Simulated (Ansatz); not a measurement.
## MgTiS3 in P4/mbm, a phase reached by a soft mode: following an unstable mode

Aim: this structure of MgTiS3 in P4/mbm, a phase reached by a soft mode is to be tested for unstable modes, and one is followed downhill.

Calculated with Ansatz 0.2.0; DFT PBE, scalar-relativistic, plane waves, PAW; PAW set soft_1.

The structure was built from a prototype and need not be the compound's stable phase.

### Step 1. Starting point

Symmetry: P4/mbm, No. 127, tetragonal system. The conventional cell has a = 6.520 Å, b = 6.520 Å, c = 4.598 Å, α = 90.00°, β = 90.00°, γ = 90.00°. Mg has 4 S at 2.73 Å nearest. Nearest to Ti lie 6 S at 2.30 to 2.45 Å. Nearest to S lie 2 Ti at 2.45 Å and 2 Mg at 2.73 Å. Nearest to S lie 2 Ti at 2.30 Å. Farther neighbours and most contacts between anions are not listed.

### Step 2. Modes at Γ

This phase was reached earlier by freezing in an unstable mode of a structure of higher symmetry and relaxing. Its zone-centre modes can show that it is still unstable.

input.yaml reads:

```yaml
crystal:
  lattice:
    - [6.5197936479, 0.0, 0.0]
    - [0.0, 6.5197936479, 0.0]
    - [0.0, 0.0, 4.5982480715]
  atoms:
    - { symbol: Mg, position: [0.5, 0.0, 0.0] }
    - { symbol: Mg, position: [0.0, 0.5, 0.0] }
    - { symbol: Ti, position: [0.0, 0.0, 0.5] }
    - { symbol: Ti, position: [0.5, 0.5, 0.5] }
    - { symbol: S, position: [0.8409403728, 0.3409403728, 0.5] }
    - { symbol: S, position: [0.1590596272, 0.6590596272, 0.5] }
    - { symbol: S, position: [0.3409403728, 0.1590596272, 0.5] }
    - { symbol: S, position: [0.6590596272, 0.8409403728, 0.5] }
    - { symbol: S, position: [0.0, 0.0, 0.0] }
    - { symbol: S, position: [0.5, 0.5, 0.0] }
kpoints:
  mp_grid: { grid: [6, 6, 8] }
hamiltonian:
  xc: pbe
  pseudopotentials: { kind: paw, azcp: { folder: soft_1 } }
scf:
  occupations: { method: methfessel_paxton, width: 0.2 }
output:
  eigenvalues: true
phonons:
  method: dfpt
```

Started as:

```
$ ansatz run input.yaml --threads 4 --pin off --max-ram 16384MiB --backend cpu --events-out ev --progress --plain --runs-dir out
```

Numbers of over 12 decimals in the logs are rounded to 6 here.

What it wrote:

```text
zone centre: on kpoints.mp_grid the ground state, and the responses unless they are solved on pairs of k-points, stand on 100 of the mesh's 288 k-points, reduced under 2 symmetry operations, with k and −k counted as one. Each operation leaves every solved displacement unchanged or reverses it
Engine: ansatz 0.2.0, aarch64-unknown-linux-gnu
Pseudopotentials: kind: paw
Pseudopotential: Mg, paw, valence charge 10, recommended cutoff 420 eV (normal), soft_1/Mg.paw.azcp
Pseudopotential: Ti, paw, valence charge 12, recommended cutoff 420 eV (normal), soft_1/Ti.paw.azcp
Pseudopotential: S, paw, valence charge 6, recommended cutoff 420 eV (normal), soft_1/S.paw.azcp
Functional definition: PBE
  parameter kappa = 0.804
  parameter beta = 0.066725
  exchange = pbe_x(kappa = kappa, mu = beta*pi^2/3)
  correlation = pbe_c(beta = beta)
Crystal: 10 atoms, lattice volume = 195.461 Å³
Basis set: ecut = 420 eV, 3859 PW (Γ), exchange–correlation on 96×96×64 points (8 copies of the dense FFT grid, shifted against one another)
Bands: 50, of which v1, the nominal top of the filled ones, is band 40 counted from 1 (39 counted from 0)
Symmetry: 16 space group operations
k-points: 100 of 288 (irreducible under 2 space group operations, time reversal used)
Non-local potential: Mg, projectors of the file, l = 0: 3, l = 1: 2, l = 2: 1
Non-local potential: Ti, projectors of the file, l = 0: 3, l = 1: 2, l = 2: 3, l = 3: 1
Non-local potential: S, projectors of the file, l = 0: 2, l = 1: 2, l = 2: 1
PAW form: soft (Blöchl's): semilocal exchange-correlation on the pseudo side does not see the compensation charge
PAW one-centre angular grid: Mg, 110 points (default); XC on 64 Gauss nodes
PAW one-centre angular grid: Ti, 590 points (default); XC on 64 Gauss nodes
PAW one-centre angular grid: S, 110 points (default); XC on 64 Gauss nodes
Initial density: superposition of atomic densities (chi_scale 0.1, normalization cell, long waves kept (reshape's long-wave potential 0.00 eV rms))
Initial wavefunctions: pseudopotential atomic-orbital guess
Functional: x = pbe(κ = 0.804, μ = 0.219515), c = pbe(β = 0.066725)
SCF iter   1: F=—  HF=-14271.158825 eV  |F-HF|=—  |Δ(HF+E_count)|=         —  Δρ=5.55e-2  dr2=1.21e1  ethr=3.10e-3  ⟨swp⟩=6.3  Hψ=21011  notcnv=0
preconditioner: auto → Kerker (q_TF=auto, 2.351 Å⁻¹)  [metal: Δε(μ)=0.016 eV  Ē_g=6.739 eV  σ=0.200 eV  W_gap=0.07  n_scr=38 (ndim 8)  ℏωp=18.4 eV  f_vac=0.000  D(μ)=2.54/eV (n_scr^D=10)]
SCF iter   2: F=—  HF=-14270.183357 eV  |F-HF|=—  |Δ(HF+E_count)|=   9.75e-1  S|Δr|=    0.00e0  Δρ=2.95e-2  dr2=3.92e0  ethr=3.10e-3  ⟨swp⟩=2.0  Hψ=6491  notcnv=0  defer=171
SCF iter   3: F=—  HF=-14269.706102 eV  |F-HF|=—  |Δ(HF+E_count)|=   4.77e-1  S|Δr|=    0.00e0  Δρ=5.94e-3  dr2=2.06e-1  ethr=3.10e-3  ⟨swp⟩=2.9  Hψ=8614  notcnv=0  defer=181
SCF iter   4: F=—  HF=-14269.689080 eV  |F-HF|=—  |Δ(HF+E_count)|=   1.70e-2  S|Δr|=    0.00e0  Δρ=2.25e-3  dr2=2.29e-2  ethr=2.58e-4  ⟨swp⟩=2.2  Hψ=7559  notcnv=0  defer=184
SCF iter   5: F=—  HF=-14269.688571 eV  |F-HF|=—  |Δ(HF+E_count)|=   5.08e-4  S|Δr|=    0.00e0  Δρ=6.70e-4  dr2=1.24e-3  ethr=2.86e-5  ⟨swp⟩=2.0  Hψ=6758  notcnv=0  defer=184
SCF iter   6: F=—  HF=-14269.688798 eV  |F-HF|=—  |Δ(HF+E_count)|=   2.27e-4  S|Δr|=    0.00e0  Δρ=1.85e-4  dr2=1.07e-4  ethr=1.55e-6  ⟨swp⟩=2.0  Hψ=7251  notcnv=0  defer=184
SCF iter   7: F=—  HF=-14269.688843 eV  |F-HF|=—  |Δ(HF+E_count)|=   4.54e-5  S|Δr|=    0.00e0  Δρ=5.48e-5  dr2=8.93e-6  ethr=1.34e-7  ⟨swp⟩=2.0  Hψ=7344  notcnv=0  defer=184
SCF iter   8: F=—  HF=-14269.688847 eV  |F-HF|=—  |Δ(HF+E_count)|=   3.34e-6  S|Δr|=    0.00e0  Δρ=1.76e-5  dr2=8.97e-7  ethr=1.12e-8  ⟨swp⟩=2.0  Hψ=7355  notcnv=0  defer=184
SCF iter   9: F=—  HF=-14269.688846 eV  |F-HF|=—  |Δ(HF+E_count)|=   4.25e-7  S|Δr|=    0.00e0  Δρ=5.31e-6  dr2=9.04e-8  ethr=1.12e-9  ⟨swp⟩=2.0  Hψ=8830  notcnv=0  defer=184
SCF iter  10: F=—  HF=-14269.688846 eV  |F-HF|=—  |Δ(HF+E_count)|=   3.09e-8  S|Δr|=    0.00e0  Δρ=2.01e-6  dr2=9.72e-9  ethr=1.13e-10  ⟨swp⟩=2.0  Hψ=8743  notcnv=0  defer=184
SCF iter  11: F=—  HF=-14269.688846 eV  |F-HF|=—  |Δ(HF+E_count)|=   3.00e-9  S|Δr|=    0.00e0  Δρ=5.56e-7  dr2=8.37e-10  ethr=1.21e-11  ⟨swp⟩=2.0  Hψ=8662  notcnv=0  defer=184
SCF iter  12: F=—  HF=-14269.688846 eV  |F-HF|=—  |Δ(HF+E_count)|=  6.26e-10  S|Δr|=    0.00e0  Δρ=1.62e-7  dr2=5.32e-11  ethr=1.05e-12  ⟨swp⟩=2.0  Hψ=8443  notcnv=0  defer=184
SCF iter  13: F=-14269.688846 eV  HF=-14269.688846 eV  |F-HF|=3.64e-12  |Δ(HF+E_count)|=  5.46e-11  S|Δr|=    0.00e0  Δρ=4.55e-8  dr2=4.28e-12  ethr=1.00e-12  ⟨swp⟩=13.6  Hψ=27803  notcnv=0
SCF 1 converged in 13 iterations: F = -14269.688846 eV  dr2 = 4.28e-12
  greatest PAW one-centre occupation: 1.000 electrons in one spin orbital (limit 2), on the Mg atom at site 1 (counted from 0), in its partial waves of l = 0
DFPT response loops at Γ: preconditioner auto → Kerker (q_TF=auto, 2.351 Å⁻¹) (partly filled bands, converged f_vac=0.000); β = 1.00, the filter's whole step (`scf.mixing.beta` (0.50) is not read by the response loops under this deck's `scf.mixing.preconditioner`; to damp them name `kerker` or `kerker_dos`, under which they read `scf.mixing.beta`, and type it under 1.00, their step now; both keys bind the ground state too); Broyden in place of MSR1
SCF converged after 13 iterations
Stability not checked: this state was not tested for a lower state beside it, because cold or Methfessel-Paxton smearing, or corrected tetrahedra, fill the levels in a way that the test cannot read (fill_not_monotonic; see scf.lower_state_search)
Free energy (F): -14269.688846 eV
Harris-Foulkes:  -14269.688846 eV  (|F-HF|=3.64e-12)
Internal energy: -14269.689874 eV  (E = F + TS)
E sigma→0 (E₀):  -14269.689103 eV
Entropy (-TS):   0.001028 eV (0.103 meV/atom)
Fermi energy:    7.342303 eV
Step filling:    the computed levels leave a gap of 0.0210 eV = 0.1 smearing widths at the electron count; against every level under it full and every level over it empty, smearing changes F+E_penalty+E_count by -0.985 meV and its σ→0 estimate by -1.242 meV
--- Per-component energies (eV) ---
  E_band       = -1133.440620
  E_kinetic    = 1335.007490
  E_local      = -6561.387000  (includes V_loc(G=0)·N_el)
  E_nonlocal   = 715.084741
  E_hartree    = 2364.895078
  E_xc         = -820.418886
  E_vxc        = -857.728088  (∫ρ·V_xc dr)
  E_paw        = -6337.805501  (= ΣΔE_a)
  E_vpaw       = -494.207395  (= ΣTr[D̂ρ^β])
  E_aug_tail   = -0.000471  (compensation charges beyond the density's cutoff)
  E_ewald      = -4965.065324
  E_smearing   = 0.001028  (= −TS)
  E_closure    = 0.000000  (closes the sum)
  Σ components = -14269.688846   (vs F -14269.688846, Δ=0.00e0)
--- Band table (eV; the first three rows and the last of 100) ---
  k-point 0: bands = [... 36 lower, 6.2660, 6.2660, 7.2681, 7.2681, 7.3947, 7.3947, 7.7704, 7.9881, ... 6 higher]
  k-point 1: bands = [... 36 lower, 5.8404, 5.8404, 7.3815, 7.3815, 7.7773, 7.7947, 7.7947, 8.0024, ... 6 higher]
  k-point 2: bands = [... 36 lower, 6.5341, 6.5341, 7.4127, 7.4127, 7.7942, 8.0257, 8.5413, 8.5413, ... 6 higher]
  k-point 99: bands = [... 36 lower, 5.6929, 5.6929, 6.3794, 6.3794, 8.5905, 8.5905, 8.9367, 8.9367, ... 6 higher]
--- Phonons (Γ-DFPT): 8 representative perturbations + reference, on 100 of 288 k-points (Σ response iterations 24) ---
  k mesh reduced under 2 symmetry operations, with k and −k counted as one. Each operation leaves every solved displacement unchanged or reverses it
  ASR residual: 1.189e-4 → 0.000e0 eV/Å²; symmetrization residual: 1.657e-5 eV/Å²
  ASR residual per site (eV/Å²): 1.94e-5 1.94e-5 1.05e-4 1.05e-4 3.46e-5 3.46e-5 3.46e-5 3.46e-5 1.19e-4 1.19e-4
  Γ frequencies (cm⁻¹): -121.76 -121.76 -88.54 -68.83 -68.83 -36.34 0.00 0.00 0.00 35.69 35.69 59.66 122.83 122.83 129.32 129.32 157.36 176.12 176.12 177.38 238.77 238.77 241.44 272.60 275.39 275.39 282.69 356.58 383.43 384.33
  non-analytic LO–TO correction: not included (Born effective charges unavailable; polar crystals: no LO–TO splitting at Γ)
```

Run time: 4.5 min. Hardware: 4 threads of Arm Neoverse V1, shared host; peak memory 3.1 GiB; 18 min of CPU time.

Numbers from this step:

```
volume per atom                                         : 19.55 Å³
gap on the k-mesh                                       : 0 eV
sum-rule residual before enforcement                    : 1.19e-4 eV/Å²
point group                                             : 4/mmm
highest optical mode at the zone centre (no LO-TO term) : 384.3 cm⁻¹
lowest optical zone-centre mode                         : -121.8 cm⁻¹
```

Patterns of degenerate modes are one choice out of their space. The modes at Γ (shares of kinetic energy by element, %) (negative means imaginary):

```
mode  frequency (cm⁻¹)  symmetry  Mg %  Ti %  S %
   1            -121.8        Eu    42     1   57
   2            -121.8        Eu    42     1   57
   3             -88.5       A2u     7    60   34
   4             -68.8        Eu    63     2   34
   5             -68.8        Eu    63     2   34
   6             -36.3       A1u     0    85   15
   7               0.0  acoustic    14    28   57
   8               0.0  acoustic    14    28   57
   9               0.0  acoustic    14    28   57
  10              35.7        Eu    48    23   29
  11              35.7        Eu    48    23   29
  12              59.7       B1u    38     0   62
  13             122.8        Eu    15    38   47
  14             122.8        Eu    15    38   47
  15             129.3        Eg     0     0  100
  16             129.3        Eg     0     0  100
  17             157.4       A2u    79     0   21
  18             176.1        Eu     9    15   77
  19             176.1        Eu     9    15   77
  20             177.4       B1u    62     0   38
  21             238.8        Eu     9    83    8
  22             238.8        Eu     9    83    8
  23             241.4       A1g     0     0  100
  24             272.6       B2g     0     0  100
  25             275.4        Eu     1     8   91
  26             275.4        Eu     1     8   91
  27             282.7       B1g     0     0  100
  28             356.6       A2g     0     0  100
  29             383.4       A1u     0    15   85
  30             384.3       A2u     0    12   88
```

Displacements in mode 1 (-121.8 cm⁻¹), the largest set to 1:
```
Mg1  0.00 -0.21  0.00
Mg2  0.98 -1.00  0.00
Ti3  0.06 -0.12  0.00
Ti4  0.10 -0.09  0.00
S5  -0.19  0.17  0.00
S6  -0.19  0.17  0.00
S7   0.15 -0.11  0.00
S8   0.15 -0.11  0.00
S9   0.06  0.97  0.00
S10 -0.96  0.14  0.00
```

Displacements in mode 10 (35.7 cm⁻¹), the largest set to 1:
```
Mg1 -0.30  0.62  0.00
Mg2 -0.84  1.00  0.00
Ti3  0.15 -0.50  0.00
Ti4  0.42 -0.31  0.00
S5  -0.04 -0.04  0.00
S6  -0.04 -0.04  0.00
S7   0.25 -0.25  0.00
S8   0.25 -0.25  0.00
S9   0.20  0.57  0.00
S10 -0.60  0.00  0.00
```

Before it was imposed, the acoustic sum rule was missed by 1.2e-4 eV/Å². Small misses are needed for a sound result but don't prove that mesh and cutoff are converged. The lowest optical mode is imaginary, 121.8i cm⁻¹, so the energy falls along it.

### Step 3. The mode frozen in, largest atomic shift 0 Å

The mode followed lies at Γ with frequency 121.8i cm⁻¹ and is 2-fold degenerate, the softest among the wavevectors solved. At small amplitude the distorted cell has space group no. 38 by a symmetry search on the positions. The undistorted cell that holds it gives the zero of energy on the same k mesh.

Edit input.yaml of step 2 so:

```diff
@@ -24,4 +24,4 @@
 output:
+  forces: true
+  stress: true
   eigenvalues: true
-phonons:
-  method: dfpt
```

What it wrote:

```text
[...]
Crystal: 10 atoms, lattice volume = 195.461 Å³
Basis set: ecut = 420 eV, 3859 PW (Γ), exchange–correlation on 90×90×64 points (8 copies of the dense FFT grid, shifted against one another)
Bands: 50, of which v1, the nominal top of the filled ones, is band 40 counted from 1 (39 counted from 0)
Symmetry: 16 space group operations
[...]
k-points: 50 of 288
[...]
k-point 0: bands = [... 36 lower, 6.2660, 6.2660, 7.2681, 7.2681, 7.3946, 7.3946, 7.7703, 7.9881, ... 6 higher]
  k-point 1: bands = [... 36 lower, 5.8404, 5.8404, 7.3815, 7.3815, 7.7773, 7.7947, 7.7947, 8.0024, ... 6 higher]
  k-point 2: bands = [... 36 lower, 6.5341, 6.5341, 7.4126, 7.4126, 7.7942, 8.0257, 8.5413, 8.5413, ... 6 higher]
  k-point 49: bands = [... 36 lower, 5.6929, 5.6929, 6.3794, 6.3794, 8.5904, 8.5904, 8.9367, 8.9367, ... 6 higher]
[key lines of the parts left out:]
SCF converged after 9 iterations
Free energy (F): -14269.688846 eV
Fermi energy:    7.342269 eV
P = ⅓ Tr σ = 0.0050 GPa (0.050 kbar)
```

It took 9.6 s on 4 threads; peak memory 0.73 GiB.

This step gave:

- pressure: 0.005021 GPa
- energy from the undistorted cell: 0 meV/atom

The run ends at a pressure of 0.01 GPa, with forces up to 3.6e-4 eV/Å.

### Step 4. The mode frozen in, largest atomic shift 0.6 Å

The atoms are moved along the unstable eigenvector, the largest shift by 0.6 Å, with the cell fixed.

input.yaml, the sections that differ from step 3:

```yaml
crystal:
  lattice:
    - [6.5197936479, 0.0, 0.0]
    - [0.0, 6.5197936479, 0.0]
    - [0.0, 0.0, 4.5982480715]
  atoms:
    - { symbol: Mg, position: [0.5067929458, -0.0067929458, 0.0] }
    - { symbol: Mg, position: [0.0650732357, 0.4349267643, 0.0] }
    - { symbol: Ti, position: [0.004954454, -0.0073216199, 0.5] }
    - { symbol: Ti, position: [0.5073216199, 0.495045546, 0.5] }
    - { symbol: S, position: [0.8291303073, 0.3527504383, 0.5] }
    - { symbol: S, position: [0.1472495617, 0.6708696927, 0.5] }
    - { symbol: S, position: [0.3493796142, 0.1506203858, 0.5] }
    - { symbol: S, position: [0.6674988686, 0.8325011314, 0.5] }
    - { symbol: S, position: [-0.0026144152, 0.0634551147, 0.0] }
    - { symbol: S, position: [0.4365448853, 0.5026144152, 0.0] }
# kpoints, hamiltonian, scf, output: as in step 3
```

What it wrote:

```text
[...]
Crystal: 10 atoms, lattice volume = 195.461 Å³
Basis set: ecut = 420 eV, 3859 PW (Γ), exchange–correlation on 90×90×64 points (8 copies of the dense FFT grid, shifted against one another)
Bands: 50, of which v1, the nominal top of the filled ones, is band 40 counted from 1 (39 counted from 0)
Symmetry: 4 space group operations
[...]
k-point 0: bands = [... 36 lower, 5.5905, 5.9795, 7.2493, 7.2773, 7.3519, 8.0084, 8.0199, 8.2760, ... 6 higher]
  k-point 1: bands = [... 36 lower, 5.8667, 5.8785, 7.2171, 7.2929, 7.6348, 7.9341, 8.0531, 8.0694, ... 6 higher]
  k-point 2: bands = [... 36 lower, 6.1285, 6.3237, 7.2312, 7.3052, 7.8890, 7.9111, 8.1633, 8.4055, ... 6 higher]
  k-point 64: bands = [... 36 lower, 5.6449, 5.6674, 5.9328, 6.6441, 8.1714, 8.4631, 8.5271, 8.6815, ... 6 higher]
[key lines of the parts left out:]
SCF converged after 11 iterations
Free energy (F): -14269.926091 eV
Fermi energy:    7.334729 eV
P = ⅓ Tr σ = 1.0088 GPa (10.088 kbar)
```

Wall time 21 s (4 threads); peak memory 0.76 GiB; 84 s of CPU time.

Numbers from this step:

| Property | Result |
| --- | --- |
| pressure | 1.009 GPa |
| gap on the k-mesh | 0.04670 eV |
| energy from the undistorted cell | -23.78 meV/atom |

The energy, extrapolated to zero smearing, is -23.78 meV/atom against the undistorted cell.

The run ends at a pressure of 1.01 GPa, with forces up to 0.52 eV/Å.

### Step 5. Energy along the mode, all amplitudes (two of the runs are shown above)

An imaginary frequency means negative curvature, so the energy should fall and then rise again as anharmonic terms take over.

This step gave:

```yaml
depth_at_the_lowest_point_sampled: 23.78 meV/atom
largest_atomic_shift_at_that_point: 0.6 Å
```

Table of energy from the parent by largest atomic shift:

```
largest atomic shift (Å)  energy from the parent (meV/atom)
                   0.000                                  0
                   0.040                             -0.259
                   0.080                              -1.03
                   0.140                              -3.14
                   0.220                              -7.55
                   0.320                              -14.7
                   0.450                              -23.5
                   0.600                              -23.8
```

Displacement at unit largest shift by atom:

```
atom   x (Å)   y (Å)  z (Å)   size
 Mg1   0.074  -0.074  0.000  0.105
 Mg2   0.707  -0.707  0.000  1.000
 Ti3   0.054  -0.080  0.000  0.097
 Ti4   0.080  -0.054  0.000  0.097
  S5  -0.128   0.128  0.000  0.181
  S6  -0.128   0.128  0.000  0.181
  S7   0.092  -0.092  0.000  0.130
  S8   0.092  -0.092  0.000  0.130
  S9  -0.028   0.690  0.000  0.691
 S10  -0.690   0.028  0.000  0.691
```

The lowest of the steps tried is the last one, at 0.6 Å, 23.8 meV/atom below the parent; the bottom of the well need not coincide with a step.

[end of part 1 of 3]

[Logs are printed without paths, hosts, clocks, repeated set-up lines and the standing remarks that a program may print on its own settings, such as how far it seeks lower states.]

[Hosts, paths, dates, database ids (printed as entryN), source tags and the programs' standing remarks are cut or masked in the printed files.]
